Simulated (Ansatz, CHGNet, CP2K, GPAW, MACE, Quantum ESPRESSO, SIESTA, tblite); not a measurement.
**Running Σ5 (001) twist boundary in Ge (77 atoms) with SIESTA**

Wanted: SIESTA inputs and outputs for Σ5 (001) twist boundary in Ge (77 atoms), checked against a plane-wave reference.

Method: the method is named at each step, in SIESTA 5.4.2.

**1. The starting structure**

The cell holds 77 atoms: 77 Ge. Cell: a = 8.946 Å, b = 8.946 Å, c = 22.565 Å, α = 90.0°, β = 90.0°, γ = 90.0°. It derives from Ge (diamond-structure). Diamond-structure Ge (a = 5.658 Å); two grains turned against each other by 36.87 deg about [001]; 1 x 1 coincidence cells, 2 lattice periods a grain, two boundaries a cell, upper grain shifted by [0.031, 0.71] of the boundary cell and opened by 0.2 Å, one atom of each pair nearer than 2.009 Å removed; minimised with a classical potential (one cell length free). Then every atom was moved at random, 0.02 Å r.m.s. a Cartesian component. Regions: lower grain, 40 atoms (40 Ge); upper grain, 37 atoms (37 Ge). The structure's axis is c.

The yardstick, on the same geometry:

```
method                 : Kohn-Sham DFT, PBE, SSSP efficiency 1.3.0 pseudopotentials, plane waves (Quantum ESPRESSO 7.5); sssp-pbe-1.3.0-efficiency, cutoffs 45/360 Ry, Γ point
r.m.s. force component : 0.4065 eV/Å
longest force          : 1.733 eV/Å
pressure               : 5.283 GPa
time                   : 6 min on 4 MPI ranks of Arm Neoverse V2, shared host
CPU time               : 24 min
```

**2. PBE, DZP, shift 0.01 Ry, mesh 300 Ry**

Method: Kohn-Sham DFT, PBE, PseudoDojo 0.4.1 norm-conserving pseudopotentials (converted to PSML), numerical atomic orbitals (DZP), diagonalisation.

The .psml files are PseudoDojo norm-conserving potentials that we converted to this format, checked against plane waves on the same files for H, C, O, Si, Ge and Ca alone.

input.fdf

```
SystemLabel cell
NumberOfAtoms 77
NumberOfSpecies 1
%block ChemicalSpeciesLabel
  1 32 Ge
%endblock ChemicalSpeciesLabel
LatticeConstant 1.0 Ang
%block LatticeVectors
  8.94608 0.00000 0.00000
  0.00000 8.94608 0.00000
  0.00000 0.00000 22.56460
%endblock LatticeVectors
PAO.BasisSize DZP
PAO.EnergyShift 0.01 Ry
XC.Functional GGA
XC.Authors PBE
MeshCutoff 300 Ry
%block kgrid_Monkhorst_Pack
  1 0 0 0.0
  0 1 0 0.0
  0 0 1 0.0
%endblock kgrid_Monkhorst_Pack
SolutionMethod diagon
OccupationFunction FD
ElectronicTemperature 580 K
SCF.Mixer.Method Pulay
SCF.Mixer.Weight 0.05
SCF.Mixer.History 8
SCF.Mix Hamiltonian
MaxSCFIterations 300
SCF.DM.Tolerance 1e-04
SCF.H.Tolerance 1.0e-3 eV
WriteForces T
Write.HirshfeldPop T
Write.VoronoiPop T
Write.DM F
Write.H F
XML.Write F
AtomicCoordinatesFormat Fractional
%block AtomicCoordinatesAndAtomicSpecies
  0.99609 0.98407 0.01230 1
  0.19070 0.09108 0.07423 1
  0.38016 0.19493 0.01400 1
  0.59008 0.28977 0.07051 1
  0.81243 0.35691 0.01107 1
  0.99045 0.49460 0.07030 1
  0.69021 0.09790 0.13416 1
  0.88598 0.19801 0.19658 1
  0.19639 0.59673 0.00998 1
  0.39673 0.70238 0.06814 1
  0.59514 0.82505 0.00478 1
  0.78825 0.90205 0.07496 1
  0.08575 0.29536 0.13293 1
  0.28795 0.39745 0.19209 1
  0.49183 0.49660 0.13162 1
  0.68789 0.59774 0.19340 1
  0.88646 0.69382 0.13316 1
  0.08764 0.79693 0.19388 1
  0.98553 0.99625 0.25512 1
  0.18636 0.09722 0.31830 1
  0.38576 0.19237 0.25595 1
  0.58242 0.29311 0.31424 1
  0.78128 0.39146 0.25556 1
  0.98226 0.49743 0.31570 1
  0.67725 0.10142 0.37916 1
  0.87603 0.20134 0.44193 1
  0.28789 0.89066 0.13267 1
  0.49078 0.99548 0.19392 1
  0.18796 0.59550 0.25468 1
  0.38519 0.70195 0.31514 1
  0.58730 0.79842 0.25547 1
  0.78256 0.89407 0.31927 1
  0.07978 0.29605 0.37668 1
  0.27647 0.41805 0.43666 1
  0.48113 0.49802 0.37137 1
  0.67630 0.57681 0.43961 1
  0.87524 0.69295 0.37887 1
  0.07728 0.79182 0.44087 1
  0.28634 0.89547 0.37828 1
  0.46592 0.00770 0.44346 1
  0.64651 0.90838 0.51294 1
  0.74940 0.11279 0.57193 1
  0.94681 0.51228 0.57493 1
  0.94865 0.01518 0.63422 1
  0.04554 0.21411 0.69522 1
  0.15968 0.91995 0.57037 1
  0.27016 0.11875 0.50935 1
  0.36119 0.31115 0.57239 1
  0.46691 0.51277 0.51203 1
  0.55237 0.71680 0.57404 1
  0.35024 0.81519 0.63369 1
  0.44253 0.01508 0.69485 1
  0.54913 0.21430 0.63412 1
  0.64549 0.41611 0.69563 1
  0.74732 0.61562 0.63294 1
  0.85053 0.81136 0.69612 1
[... 17 atom lines left out ...]
  0.63674 0.42541 0.93500 1
  0.74416 0.62188 0.87406 1
  0.83539 0.81846 0.94238 1
  0.13021 0.39544 0.88269 1
%endblock AtomicCoordinatesAndAtomicSpecies
```

The run is started by

```bash
$ OMP_NUM_THREADS=1 mpirun -np 2 siesta < input.fdf > output.txt
```

The program printed:

```text
Version         : 5.4.2
reinit: System Name:
reinit: System Label: cell
initatom: Reading input for the pseudopotentials and atomic orbitals ----------
Species number:   1 Atomic number:   32 Label: Ge
Ground state valence configuration (from tables):   4s02  4p02  4d00  4f00
---- Processing specs for species: Ge
GGA--PBE XC_GGA_X_PBE--XC_GGA_C_PBE pb
Semicore shell(s) with 10 electrons included in the valence for Ge
Semicore shell(s): 3d
Fallback to non-perturbative polarization scheme for Ge
Please see the manual if this is not desired in principle
Ge pseudopotential only contains V_ls up to l=2 -- lmxkb reset.
Using PAO.SplitTailNorm
%block ChemicalSpeciesLabel
    1   32 Ge                      # Species index, atomic number, species label
%endblock ChemicalSpeciesLabel
%block PAO.Basis                 # Define Basis set
Ge                    4                    # Species label, number of l-shells
 n=4   0   2                         # n, l, Nzeta
   5.264      3.748
   1.000      1.000
 n=4   1   2                         # n, l, Nzeta
   6.996      5.083
   1.000      1.000
 n=3   2   1                         # n, l, Nzeta
   2.782
   1.000
 n=4   2   1                         # n, l, Nzeta
   6.996
   1.000
%endblock PAO.Basis
coor:   Atomic-coordinates input format  =     Fractional
siesta: System type = bulk
initatomlists: Number of atoms, orbitals, and projectors:     77  1386  1386
siesta: ******************** Simulation parameters ****************************
Total number of electrons:  1078.000000
Total ionic charge:  1078.000000
 Kpoints in:            1 . Kpoints trimmed:            1
siesta: k-grid: Number of k-points = 1
siesta: k-points from Monkhorst-Pack grid
siesta: k-cutoff (effective) =     4.473 Ang
siesta: k-point supercell and displacements
siesta: k-grid:     1     0     0      0.000
siesta: k-grid:     0     1     0      0.000
siesta: k-grid:     0     0     1      0.000
                     ====================================
                        Single-point calculation
                     ====================================
outcell: Unit cell vectors (Ang):
        8.946080    0.000000    0.000000
        0.000000    8.946080    0.000000
        0.000000    0.000000   22.564600
outcell: Cell vector modules (Ang)   :    8.946080    8.946080   22.564600
outcell: Cell angles (23,13,12) (deg):     90.0000     90.0000     90.0000
outcell: Cell volume (Ang**3)        :   1805.8979
Gamma-point calculation with interaction between periodic images
Gamma-point calculation with interaction between periodic images
Some features might not work optimally:
Some features might not work optimally:
e.g. DM initialization from atomic data
e.g. DM initialization from atomic data
new_DM -- step:     1
Initializing Density Matrix...
Attempting to read DM from file... Failed...
DM filled with atomic data:
InitMesh: MESH = 96 x 96 x 240 = 2211840
InitMesh: Mesh cutoff (required, used) =   300.000   312.658 Ry
stepf: Fermi-Dirac step function
        iscf     Eharris(eV)        E_KS(eV)     FreeEng(eV)     dDmax    Ef(eV) dHmax(eV)
   scf:    1  -187027.297134  -187037.885905  -187038.109378  0.697054 -3.616973  3.416843
   scf:    2  -187037.082770  -187038.387047  -187038.636768  0.055842 -3.619263  4.078646
   scf:    3  -187039.338189  -187039.219412  -187039.464799  0.022813 -3.614817  2.233432
   scf:    4  -187040.387683  -187039.898006  -187040.156090  0.028478 -3.618316  2.079045
   scf:    5  -187040.648651  -187040.310354  -187040.573617  0.018940 -3.632573  1.572326
   scf:    6  -187041.265319  -187040.884150  -187041.148596  0.058958 -3.712077  0.875660
   scf:    7  -187041.043393  -187040.981910  -187041.246217  0.023262 -3.738499  0.415716
   scf:    8  -187041.015311  -187041.002478  -187041.265198  0.004299 -3.742259  0.241332
   scf:    9  -187041.021431  -187041.014334  -187041.275732  0.005111 -3.743439  0.111822
   scf:   10  -187041.017621  -187041.016318  -187041.277447  0.001067 -3.742913  0.074274
   scf:   11  -187041.018869  -187041.017908  -187041.279151  0.001587 -3.740576  0.049837
   scf:   12  -187041.018724  -187041.018344  -187041.279503  0.000412 -3.739560  0.031696
[...]
scf:   18  -187041.019120  -187041.019121  -187041.280214  0.000038 -3.731815  0.003696
   scf:   19  -187041.019121  -187041.019122  -187041.280217  0.000093 -3.731654  0.002764
   scf:   20  -187041.019120  -187041.019121  -187041.280218  0.000032 -3.731598  0.001828
   scf:   21  -187041.019116  -187041.019118  -187041.280220  0.000050 -3.731557  0.001073
   scf:   22  -187041.019110  -187041.019114  -187041.280220  0.000045 -3.731545  0.000551
SCF Convergence by DM+H criterion
max |DM_out - DM_in|         :     0.0000445109
max |H_out - H_in|      (eV) :     0.0005508354
SCF cycle converged after 22 iterations
Using DM_out to compute the final energy and forces
siesta: E_KS(eV) =          -187041.0191
siesta: E_KS - E_eggbox =   -187041.0191
siesta: Atomic forces (eV/Ang):
     1    0.967916   -0.594706    0.192499
     2   -0.257610   -0.055457    0.443943
     3   -0.462027    1.166729   -0.746974
     4    0.234607   -0.274049    0.069130
     5   -0.195493   -0.051865   -0.093715
     6    0.227177    0.604109   -0.091094
     7   -0.166295    0.139145    0.704037
     8    0.192806   -0.035180   -0.519614
     9   -0.434301   -0.519690   -2.041451
    10    0.411595   -0.234140   -0.177870
    11    0.207731   -0.136155    0.098540
    12   -0.173061    0.313735    0.268707
[...]
73    0.180213    0.028656    0.163688
    74   -0.572549    0.895358    0.047831
    75    0.608608   -0.261475    0.859843
    76    0.184011   -1.296518   -0.212599
    77    0.505637    0.844161    1.525802
----------------------------------------
   Tot   -0.003035   -0.000030    0.008512
----------------------------------------
   Max    2.186890
   Res    0.490208    sqrt( Sum f_i^2 / 3N )
----------------------------------------
   Max    2.186890    constrained
Stress tensor Voigt[x,y,z,yz,xz,xy] (kbar):      -67.98      -57.50      -78.38        2.89       -9.73       -3.54
(Free)E + p*V (eV/cell)  -186964.6855
Target enthalpy (eV/cell)  -187041.2802
siesta: Program's energy decomposition (eV):
siesta: Ebs     =    -24619.555737
siesta: Eions   =    187191.863038
siesta: Ena     =      3633.293180
siesta: Ekin    =    140777.363158
siesta: Enl     =    -98808.924021
siesta: DEna    =       310.147984
siesta: DUscf   =        10.462139
siesta: Ex      =    -43362.004001
siesta: Ec      =     -2409.494515
siesta: Exc     =    -45771.498516
siesta: Eharris =   -187041.019110
siesta: Etot    =   -187041.019114
siesta: FreeEng =   -187041.280220
siesta: Final energy (eV):
siesta:  Band Struct. =  -24619.555737
siesta:       Kinetic =  140777.363158
siesta:       Hartree =   61913.842194
siesta:         Exch. =  -43362.004001
siesta:         Corr. =   -2409.494515
siesta:   Exch.-corr. =  -45771.498516
siesta:  Ion-electron = -258667.718579
siesta:       Ion-ion =  -85293.007371
siesta:         Total = -187041.019114
siesta:         Fermi =      -3.731545
siesta: Stress tensor (static) (eV/Ang**3):
siesta:    -0.042430   -0.002212   -0.006072
siesta:    -0.002212   -0.035890    0.001804
siesta:    -0.006072    0.001804   -0.048921
siesta: Cell volume =       1805.897905 Ang**3
siesta: Pressure (static):
siesta:                Solid            Molecule  Units
siesta:           0.00046194          0.00041665  Ry/Bohr**3
siesta:           0.04241365          0.03825509  eV/Ang**3
siesta:          67.95416210         61.29140615  kBar
    Orbital volume contribution        =          61.829985 eV
    (Free)E + p_basis*V_orbitals       =     -186979.450235 eV
    (Free)Eharris+ p_basis*V_orbitals  =     -186979.450231 eV
Hirshfeld Atomic Populations:
Atom #   charge [q] valence [e]  Species
     1    -0.018921   14.018921  Ge
     2    -0.016747   14.016747  Ge
     3    -0.033384   14.033384  Ge
     4     0.009925   13.990075  Ge
     5     0.000352   13.999648  Ge
     6    -0.014698   14.014698  Ge
     7    -0.014899   14.014899  Ge
     8    -0.003594   14.003594  Ge
     9     0.018664   13.981336  Ge
    10     0.006202   13.993798  Ge
    11     0.006098   13.993902  Ge
    12    -0.006871   14.006871  Ge
[...]
--------------------
 Total     0.000080
Voronoi Atomic Populations:
Atom #   charge [q] valence [e]  Species
[...]
73     0.006615   13.993385  Ge
    74    -0.017767   14.017767  Ge
    75    -0.024019   14.024019  Ge
    76     0.032912   13.967088  Ge
    77     0.032868   13.967132  Ge
--------------------
 Total     0.000080
```

Run time: 3.6 min. Hardware: 2 MPI ranks of Arm Neoverse V2, shared host; peak memory 1.8 GiB; 7.2 min of CPU time.

Banners, paths, timers and routine set-up lines are dropped from the logs unmarked, and long logs keep their key lines alone; longer cuts are marked.

Against the reference:

```
r.m.s. force component                  : 0.4902 eV/Å
r.m.s. difference of force components   : 110.6 meV/Å
longest difference of force vectors     : 515.4 meV/Å
force difference over r.m.s. force      : 27.21 %
slope of forces against the reference's : 1.19
correlation of force components         : 0.9869
pressure                                : 6.795 GPa
pressure difference                     : 1.512 GPa
```

This run lies far from the reference in forces at the same functional.

The surroundings of Ge9, which has 2 bonded neighbours where the commonest count for Ge is 4, nearest first, numbered as they follow in the input and with coordinates relative to it.

```csv
atom,x,y,z,distance (Å),bonds,Hirshfeld charge (e),Fx,Fy,Fz (eV/Å)
Ge9,0.00,0.00,0.00,0.00,2,0.02,-0.43,-0.52,-2.04
Ge10,1.79,0.95,1.31,2.41,4,0.01,0.41,-0.23,-0.18
Ge6,-1.84,-0.91,1.36,2.47,4,-0.01,0.23,0.60,-0.09
Ge77,-0.59,-1.80,-2.87,3.44,3,0.03,0.51,0.84,1.53
Ge71,1.36,2.01,-2.98,3.84,3,-0.02,-0.18,-0.71,1.32
Ge1,-1.79,3.47,0.05,3.90,4,-0.02,0.97,-0.59,0.19
Ge27,0.82,2.63,2.77,3.90,4,0.01,0.63,0.19,0.35
Ge15,2.64,-0.90,2.74,3.91,4,0.01,-0.02,0.01,-0.45
Ge3,1.64,-3.59,0.09,3.95,3,-0.03,-0.46,1.17,-0.75
```

Forces lie 27 % from the reference's, at 0.30 times its CPU time (on 2 against 4 cores).

**3. PBE, SZP, shift 0.01 Ry, mesh 300 Ry**

Method: Kohn-Sham DFT, PBE, PseudoDojo 0.4.1 norm-conserving pseudopotentials (converted to PSML), numerical atomic orbitals (SZP), diagonalisation.

input.fdf: that of step 2 with these lines changed.

```diff
@@ -12,3 +12,3 @@
 %endblock LatticeVectors
-PAO.BasisSize DZP
+PAO.BasisSize SZP
 PAO.EnergyShift 0.01 Ry
```

The run is started by

```bash
$ OMP_NUM_THREADS=1 siesta < input.fdf > output.txt
```

The program printed:

```text
Version         : 5.4.2
reinit: System Name:
reinit: System Label: cell
initatom: Reading input for the pseudopotentials and atomic orbitals ----------
Species number:   1 Atomic number:   32 Label: Ge
Ground state valence configuration (from tables):   4s02  4p02  4d00  4f00
---- Processing specs for species: Ge
GGA--PBE XC_GGA_X_PBE--XC_GGA_C_PBE pb
[... lines left out ...]
        iscf     Eharris(eV)        E_KS(eV)     FreeEng(eV)     dDmax    Ef(eV) dHmax(eV)
[... lines left out ...]
SCF Convergence by DM+H criterion
[... lines left out ...]
SCF cycle converged after 21 iterations
[... lines left out ...]
   Max    2.660620
[... lines left out ...]
   Max    2.660620    constrained
Stress tensor Voigt[x,y,z,yz,xz,xy] (kbar):      -92.75      -78.63      -97.93        2.81      -11.61       -4.55
[... lines left out ...]
siesta: FreeEng =   -187019.904058
[... lines left out ...]
siesta:         Fermi =      -3.772369
[... lines left out ...]
siesta:    -0.002837   -0.049075    0.001751
siesta:    -0.007246    0.001751   -0.061121
siesta: Cell volume =       1805.897905 Ang**3
siesta: Pressure (static):
siesta:                Solid            Molecule  Units
siesta:           0.00061022          0.00055609  Ry/Bohr**3
siesta:           0.05602819          0.05105817  eV/Ang**3
siesta:          89.76706287         81.80420465  kBar
    Orbital volume contribution        =          50.854735 eV
    (Free)E + p_basis*V_orbitals       =     -186969.049324 eV
    (Free)Eharris+ p_basis*V_orbitals  =     -186969.049315 eV
Hirshfeld Atomic Populations:
Atom #   charge [q] valence [e]  Species
     1    -0.020826   14.020826  Ge
     2    -0.016551   14.016551  Ge
     3    -0.032139   14.032139  Ge
[...]
--------------------
 Total     0.000023
Voronoi Atomic Populations:
Atom #   charge [q] valence [e]  Species
[...]
76     0.032208   13.967792  Ge
    77     0.032499   13.967501  Ge
--------------------
 Total     0.000023
```

Run time: 5.2 min. Hardware: 1 thread; peak memory 1.4 GiB.

Compared with the plane-wave run:

- r.m.s. force component: 0.5787 eV/Å
- r.m.s. difference of force components: 211.6 meV/Å
- longest difference of force vectors: 989.3 meV/Å
- force difference over r.m.s. force: 52.07 %
- slope of forces against the reference's: 1.378
- correlation of force components: 0.9678
- pressure: 8.977 GPa
- pressure difference: 3.694 GPa

This is a coarse setting, run to see what it loses.

Against the first run (27 %), the force difference from the reference is 52 %, at 0.72 times the CPU time (on 1 against 2 cores), with 1078 basis functions against 1386: the smaller basis costs accuracy.

(Continued in part 2 of 2.)

[Also dropped from logs without a mark: logging warnings of Python, and SIESTA's first energy breakdown and zero terms.]

[Logs are printed without paths, hosts, clocks, repeated set-up lines and the standing remarks that a program may print on its own settings, such as how far it seeks lower states.]

[Hosts, paths, dates, database ids (printed as entryN), source tags and the programs' standing remarks are cut or masked in the printed files.]
